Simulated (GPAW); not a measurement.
Consider KMnF3 (Pm-3m).

```xyz
5
Lattice="4.1893 0.0000 0.0000 0.0000 4.1893 0.0000 0.0000 0.0000 4.1893" Properties=species:S:1:pos:R:3 pbc="T T T"
Mn    0.0000    0.0000    0.0000
K     2.0947    2.0947    2.0947
F     0.0000    0.0000    2.0947
F     0.0000    2.0947    0.0000
F     2.0947    0.0000    0.0000
```

Absorber: atom 3, with 2 Mn at 2.09 Å (linear, site symmetry 4/mmm). Method: GPAW, LDA + U (Mn 4 eV), full core hole (charged cell), 20-atom cell with 7.3 Å between holes, 3×3×3 k points, dipole transitions, Gaussian full width 0.9 eV up to 4 eV, rising linearly to 3.5 eV at 25 eV.

Predict the near-edge structure at the F K edge.

Main maxima up to 24 eV above the zero (height): 2.4 eV (1.84), 3.8 eV (2.51), 5.8 eV (1.70) and 15.9 eV (1.29). A K edge sees empty p states; the first features are F p mixed into the empty d states of the Mn neighbours, and the broad ones above probably into the cations' higher empty bands. The total-energy difference plus the lowest empty eigenvalue puts the zero at 679.91 eV. The functional and the charged cell's background leave an error in such absolute values: in the free atom LDA prices this hole 4.7 eV below PBE (computed apart), and PBE is itself good to a few eV.

The F K spectrum (energy from the lowest empty level; intensity scaled to a mean of 1 over the first 20 eV):

```
E (eV)  intensity
  -2.0       0.00
  -1.5       0.00
  -1.0       0.00
  -0.5       0.00
   0.0       0.00
   0.5       0.03
   1.0       0.09
   1.5       0.45
   2.0       1.51
   2.5       1.81
   3.0       1.84
   3.5       2.37
   4.0       2.40
   4.5       1.86
   5.0       1.60
   5.5       1.65
   6.0       1.68
   6.5       1.36
   7.0       1.06
   7.5       1.05
   8.0       1.05
   8.5       0.92
   9.0       0.84
   9.5       0.84
  10.0       0.84
  10.5       0.74
  11.0       0.59
  11.5       0.45
  12.0       0.36
  12.5       0.32
  13.0       0.35
  13.5       0.44
  14.0       0.62
  14.5       0.86
  15.0       1.09
  15.5       1.25
  16.0       1.29
  16.5       1.22
  17.0       1.10
  17.5       0.95
  18.0       0.82
  18.5       0.70
  19.0       0.62
  19.5       0.58
  20.0       0.59
  20.5       0.65
  21.0       0.73
  21.5       0.84
  22.0       0.94
  22.5       1.03
  23.0       1.09
  23.5       1.12
  24.0       1.14
  24.5       1.14
  25.0       1.16
  25.5       1.17
  26.0       1.20
  26.5       1.24
  27.0       1.30
  27.5       1.36
  28.0       1.42
  28.5       1.47
  29.0       1.50
  29.5       1.48
  30.0       1.42
  30.5       1.32
  31.0       1.20
  31.5       1.06
  32.0       0.93
```

The hole lies in one spin channel, while the script sums the empty states of both and takes the lower zero; where the two channels are split, this blurs and shifts the curve. The spins start ferromagnetically in a simple order, which needn't be the measured one; gap and edge can depend on it. The mesh is coarse (0.35 Å⁻¹ between points), so small maxima may be mesh ripples. Lifetime broadening is put in by hand, and intensities beyond about 20 eV depend on it and on the partial waves. The structure is a published determination, not relaxed.

[Banner, clock and machine lines of the logs are left out without a mark of their own.]

[Logs are printed without paths, hosts, clocks, repeated set-up lines and the standing remarks that a program may print on its own settings, such as how far it seeks lower states.]

[Hosts, paths, dates, database ids (printed as entryN), source tags and the programs' standing remarks are cut or masked in the printed files.]

[Lists of maxima count a maximum above −3 eV only where it reaches 4 % of the highest in the window and stands out from its surroundings by 2 % of it (1.5 % where it reaches 55 %); shoulders and weaker maxima are passed over, and of the rest the first, up to two pre-edge ones and the few strongest are named.]
